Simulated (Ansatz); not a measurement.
# H on Rh(111): change of the work function, part 3 of 3

Aim: the work function of Rh(111) at several coverages of H (fcc site), and the dipole that each adsorbate carries.

Ansatz 0.2.0; plane-wave DFT, PBE, Ansatz PAW.

So far, work function, upper face (eV): step 2 (the clean slab) 5.17; step 3 (17 atoms, coverage 0.25 ML, cell 2x2) 5.20.

## 4. Adsorbate added, k-mesh 12×12×1, coverage 1 ML

System of this step: HRh4 (H/Rh(111)). The cell holds 5 atoms: 4 Rh and 1 H. Its edges and angles: a = 2.687 Å, b = 2.687 Å, c = 25.450 Å, α = 90.0°, β = 90.0°, γ = 60.0°. Vacuum lies along c.

Another coverage, to see how the dipoles act on each other as their distance changes.

input.yaml

```yaml
crystal:
  lattice:
    - [2.6870057685, 0.0, 0.0]
    - [1.3435028843, 2.3270152556, 0.0]
    - [0.0, 0.0, 25.4504523286]
  atoms:
    - { symbol: Rh, position: [0.0, 0.0, 0.3536282925] }
    - { symbol: Rh, position: [0.3333333333, 0.3333333333, 0.4398323015] }
    - { symbol: Rh, position: [0.6666666667, 0.6666666667, 0.5258880221] }
    - { symbol: Rh, position: [0.0, 0.0, 0.6119266672] }
    - { symbol: H, position: [0.3333333333, 0.3333333333, 0.6463717075] }
kpoints:
  mp_grid: { grid: [12, 12, 1] }
hamiltonian:
  xc: pbe
scf:
  occupations: { method: fermi_dirac, width: 0.1 }
  convergence: { dr2_threshold: 1.0e-08 }
efield:
  axis: 3
  dipole_correction: true
  ramp_position: 0.97
  ramp_width: 0.06
relax:
  f_tol: 0.02
  max_steps: 60
  constraints: [{ sites: [0, 1] }]
output:
  write_potential: true
  write_density: true
  volumetric_format: npy
```

The run is started by

```sh
ansatz run input.yaml --threads 4 --pin off --max-ram 6144MiB --backend cpu --events-out ev --progress --plain --runs-dir out
```

Numbers of over 12 decimals in the logs are rounded to 6 here.

Output:

```text
[...]
Crystal: 5 atoms, lattice volume = 159.134 Å³
Basis set: ecut = 420 eV, 3175 PW (Γ), exchange–correlation on 36×36×360 points (8 copies of the dense FFT grid, shifted against one another)
Bands: 42, of which v1, the nominal top of the filled ones, is band 35 counted from 1 (34 counted from 0)
Symmetry: 6 space group operations
[...]
k-points: 19 of 144 (time reversal used)
[...]
SCF iter   1: F=—  HF=-25626.387071 eV  |F-HF|=—  |Δ(HF+E_count)|=         —  Δρ=7.45e-3  dr2=9.06e-1  ethr=1.77e-3  p=0.024 e·Å  D=2.69e-2 V/Å  ΔV_dip=-0.68 eV  dr2_dipole=3.88e-1  V_vac-E_F(+/−)=4.34/5.03 eV  ⟨swp⟩=8.9  Hψ=3726  notcnv=0  defer=2
[...]
SCF iter  10: F=-25626.372994 eV  HF=-25626.372994 eV  |F-HF|=3.50e-8  |Δ(HF+E_count)|=   1.35e-8  Δρ=1.13e-6  dr2=2.10e-9  ethr=1.45e-11  p=0.001 e·Å  D=9.48e-4 V/Å  ΔV_dip=-0.02 eV  dr2_dipole=7.74e-11  V_vac-E_F(+/−)=5.15/5.17 eV  ⟨swp⟩=10.1  Hψ=5784  notcnv=0
SCF 1 converged in 10 iterations: F = -25626.372994 eV  dr2 = 2.10e-9
[...]
relax step   1: F+E_penalty+E_count = -25626.37299378 eV  Δ(F+E_penalty+E_count) = +0.000e0 eV  max|allowed force component| = 5.918e-1 eV/Å  Δτ_max = 0.0000 Å  (10 SCF iters, accepted)
[...]
SCF iter  11: F=-25626.416200 eV  HF=-25626.416200 eV  |F-HF|=3.05e-9  |Δ(HF+E_count)|=   6.85e-9  Δρ=4.58e-7  dr2=5.21e-10  ethr=1.45e-11  p=-0.001 e·Å  D=-6.59e-4 V/Å  ΔV_dip=0.02 eV  dr2_dipole=2.23e-11  V_vac-E_F(+/−)=5.17/5.16 eV  ⟨swp⟩=9.6  Hψ=5495  notcnv=0
SCF 2 converged in 11 iterations: F = -25626.416200 eV  dr2 = 5.21e-10
[...]
relax step   2: F+E_penalty+E_count = -25626.41620027 eV  Δ(F+E_penalty+E_count) = -4.321e-2 eV  max|allowed force component| = 2.330e-1 eV/Å  Δτ_max = 0.1942 Å  (11 SCF iters, accepted)
SCF iter   1: F=—  HF=-25626.421613 eV  |F-HF|=—  |Δ(HF+E_count)|=         —  Δρ=3.59e-3  dr2=3.49e-2  ethr=5.52e-5  p=-0.001 e·Å  D=-6.59e-4 V/Å  ΔV_dip=0.02 eV  dr2_dipole=1.12e-2  V_vac-E_F(+/−)=5.17/5.15 eV  ⟨swp⟩=3.8  Hψ=2121  notcnv=0  defer=5
[...]
SCF iter   9: F=-25626.420076 eV  HF=-25626.420076 eV  |F-HF|=7.07e-9  |Δ(HF+E_count)|=   5.38e-8  Δρ=7.77e-7  dr2=2.64e-9  ethr=1.45e-11  p=-0.000 e·Å  D=-1.33e-5 V/Å  ΔV_dip=0.00 eV  dr2_dipole=4.18e-11  V_vac-E_F(+/−)=5.16/5.16 eV  ⟨swp⟩=9.5  Hψ=5487  notcnv=0
SCF 3 converged in 9 iterations: F = -25626.420076 eV  dr2 = 2.64e-9
relax step   3: F+E_penalty+E_count = -25626.42007650 eV  Δ(F+E_penalty+E_count) = -3.876e-3 eV  max|allowed force component| = 2.911e-2 eV/Å  Δτ_max = 0.0338 Å  (9 SCF iters, accepted)
SCF iter   1: F=—  HF=-25626.420202 eV  |F-HF|=—  |Δ(HF+E_count)|=         —  Δρ=4.30e-4  dr2=3.24e-4  ethr=1.77e-5  p=-0.000 e·Å  D=-1.33e-5 V/Å  ΔV_dip=0.00 eV  dr2_dipole=6.57e-5  V_vac-E_F(+/−)=5.16/5.16 eV  ⟨swp⟩=2.0  Hψ=1577  notcnv=0  defer=5
[...]
SCF iter   7: F=-25626.420164 eV  HF=-25626.420164 eV  |F-HF|=9.77e-9  |Δ(HF+E_count)|=   1.57e-8  Δρ=1.06e-6  dr2=2.88e-9  ethr=1.45e-11  p=0.000 e·Å  D=5.09e-5 V/Å  ΔV_dip=-0.00 eV  dr2_dipole=3.30e-10  V_vac-E_F(+/−)=5.16/5.16 eV  ⟨swp⟩=8.6  Hψ=6094  notcnv=0
SCF 4 converged in 7 iterations: F = -25626.420164 eV  dr2 = 2.88e-9
relax step   4: F+E_penalty+E_count = -25626.42016367 eV  Δ(F+E_penalty+E_count) = -8.717e-5 eV  max|allowed force component| = 7.936e-3 eV/Å  Δτ_max = 0.0070 Å  (7 SCF iters, accepted)
[...]
SCF converged after 7 iterations
Free energy (F): -25626.420164 eV
[...]
Internal energy: -25626.208907 eV  (E = F + TS)
E sigma→0 (E₀):  -25626.314535 eV
Entropy (-TS):   -0.211257 eV (-42.251 meV/atom)
Fermi energy:    4.492045 eV
Dipole field:    D = 0.000078 V/Å  (p = 0.000069 e·Å, saw-weighted, corrected)
Work function:   Φ+ = 5.1609 eV   Φ− = 5.1629 eV
[...]
--- Forces (eV/Å), atoms counted from 1 ---
  atom   1  Rh    -0.00000000     0.00000000     0.11149653
  atom   2  Rh     0.00000000    -0.00000000    -0.10434426
  atom   3  Rh     0.00000000     0.00000000    -0.00793625
  atom   4  Rh     0.00000000    -0.00000000     0.00103999
  atom   5  H     -0.00000000     0.00000000    -0.00023272
  max |Σ_I F_I| component: 2.33e-5 eV/Å
--- Band table (eV; the first three rows and the last of 19) ---
  k-point 0: bands = [... 31 lower, 3.1433, 3.5029, 3.5029, 3.7637, 3.7637, 4.3438, 4.3438, 4.8868, ... 3 higher]
  k-point 1: bands = [... 31 lower, 2.5662, 3.3591, 3.3646, 3.7855, 3.7957, 4.0633, 4.3447, 4.8993, ... 3 higher]
  k-point 2: bands = [... 31 lower, 2.6757, 2.9297, 3.2251, 3.4068, 3.7708, 4.3390, 4.4680, 4.9275, ... 3 higher]
  k-point 18: bands = [... 31 lower, 3.4178, 4.1898, 4.5801, 4.6570, 4.7155, 8.4194, 11.3721, 11.5097, ... 3 higher]
--- Relaxed structure (4 steps of the walk, 4 accepted, 0 SCFs on fresh bases) ---
  F+E_penalty+E_count = -25626.42016367 eV   max|allowed force component| = 7.936e-3 eV/Å
  atoms:
[...]
- { symbol: Rh, position: [0.333333, 0.333333, 0.4398323015] }
    - { symbol: Rh, position: [0.666667, 0.666667, 0.526183] }
    - { symbol: Rh, position: [-1.536202507628074e-17, -1.368487083181935e-17, 0.614689] }
    - { symbol: H, position: [0.333333, 0.333333, 0.653104] }
```

It took 11 s on 4 threads of AMD EPYC 7R32 (Zen 2), shared host; peak memory 0.69 GiB; 41 s of CPU time.

The steps of the relaxation:

| step | energy less that of the first step (eV) | largest force component (eV/Å) |
| --- | --- | --- |
| 1 | 0.0000 | 0.5918 |
| 2 | -0.0432 | 0.2330 |
| 3 | -0.0471 | 0.0291 |
| 4 | -0.0472 | 0.0079 |

The run keeps the 6 symmetry operations that it works with, so distortions that break them were not tested.

The atoms that moved most (Å):

| atom | dx | dy | dz | length |
| --- | --- | --- | --- | --- |
| H5 | 0.000 | 0.000 | 0.171 | 0.171 |
| Rh4 | 0.000 | 0.000 | 0.070 | 0.070 |
| Rh3 | 0.000 | 0.000 | 0.007 | 0.007 |

Final coordinates:

```xyz
5
Lattice="2.6870 0.0000 0.0000 1.3435 2.3270 0.0000 0.0000 0.0000 25.4505" Properties=species:S:1:pos:R:3
Rh    0.0000    0.0000    9.0000
Rh    1.3435    0.7757   11.1939
Rh    2.6870    1.5513   13.3916
Rh    0.0000    0.0000   15.6441
H     1.3435    0.7757   16.6218
```

This step gave:

```yaml
energy_at_zero_smearing: -25626.3145 eV
work_function_upper_face: 5.161 eV
dipole_along_the_normal: 6.89e-5 e·Å
```

Running mean over 2.194 Å of the planar mean; the ramp of the sawtooth is left out. Electron's electrostatic potential energy less the Fermi level against z:

z (Å), electron's electrostatic potential energy less the Fermi level (eV) and a bar from the least value:
```
      3.0        5.2 ##############################
      3.5        5.2 ##############################
      4.0        5.2 ##############################
      4.5        5.2 ##############################
      5.0        5.2 ##############################
      5.5        5.1 ##############################
      6.0        5.1 ##############################
      6.5        4.9 ##############################
      7.0        4.2 ############################
      7.5        1.0 #######################
      8.0       -5.6 #############
      8.5      -11.0 ####
      9.0      -12.7 #
      9.5      -13.0 #
     10.0      -13.1 #
     10.5      -13.1 #
     11.0      -13.2 
     11.5      -13.2 
     12.0      -13.2 
     12.5      -13.2 
     13.0      -13.2 
     13.5      -13.1 #
     14.0      -12.7 #
     14.5      -12.3 ##
     15.0      -12.7 #
     15.5      -13.5 
     16.0      -13.2 
     16.5       -8.9 #######
     17.0       -2.1 ##################
     17.5        2.6 ##########################
     18.0        4.5 #############################
     18.5        5.0 ##############################
     19.0        5.1 ##############################
     19.5        5.2 ##############################
     20.0        5.2 ##############################
     20.5        5.2 ##############################
     21.0        5.2 ##############################
     21.5        5.2 ##############################
     22.0        5.2 ##############################
```

The relaxation took 4 steps and lowered the energy by 0.047 eV; the largest force on the free atoms ends at 0.0079 eV/Å.

The covered face has 5.16 eV, -0.01 eV against the clean one; the bare back face has moved by -0.01 eV, a measure of how thin the slab is.

## 5. Work function against coverage

This step: plane-wave DFT, PBE, Ansatz PAW; work function against coverage (Ansatz 0.2.0).

The runs are now put side by side.

Numbers from this step:

- work function of the clean face: 5.167 eV
- largest change of the work function: 0.03520 eV

Work function of the covered face against coverage:

| coverage (adsorbates/nm²) | work function of the covered face (eV) |
| --- | --- |
| 0.00 | 5.17 |
| 4.00 | 5.20 |
| 15.99 | 5.16 |

The dipole per adsorbate comes from the change of the cell's dipole. Coverage, by row:

| coverage (1/nm²) | coverage (ML) | work function (eV) | change (eV) | dipole per adsorbate, positive end outwards (debye) | mean height of the added atoms over the highest substrate atom (Å) |
| --- | --- | --- | --- | --- | --- |
| 3.998 | 0.25 | 5.203 | 0.03519 | -0.024 | 0.9757 |
| 15.99 | 1 | 5.161 | -0.006497 | 0 | 0.9777 |

## 6. What came out

```
work function of the clean face                        : 5.17 eV
work function at 0.25 ML                               : 5.20 eV
work function at 1 ML                                  : 5.16 eV
dipole per adsorbate at 0.25 ML, positive end outwards : -0.02 D
```

What this shows: H changes the work function of Rh(111) by less than 0.15 eV at every coverage run, which is within the error of so thin a slab. The slab has 4 layers, at the tabulated experimental lattice constant, one starting site was run, and quantum-size effects of a slab this thin can reach one or two tenths of an eV.

[Logs are printed without paths, hosts, clocks, repeated set-up lines and the standing remarks that a program may print on its own settings, such as how far it seeks lower states.]

[Hosts, paths, dates, database ids (printed as entryN), source tags and the programs' standing remarks are cut or masked in the printed files.]

[Maps of the electrostatic potential energy from Ansatz leave out the sawtooth potential of an applied field or a dipole correction, so their vacuum need not be flat; planar profiles and work functions include it.]
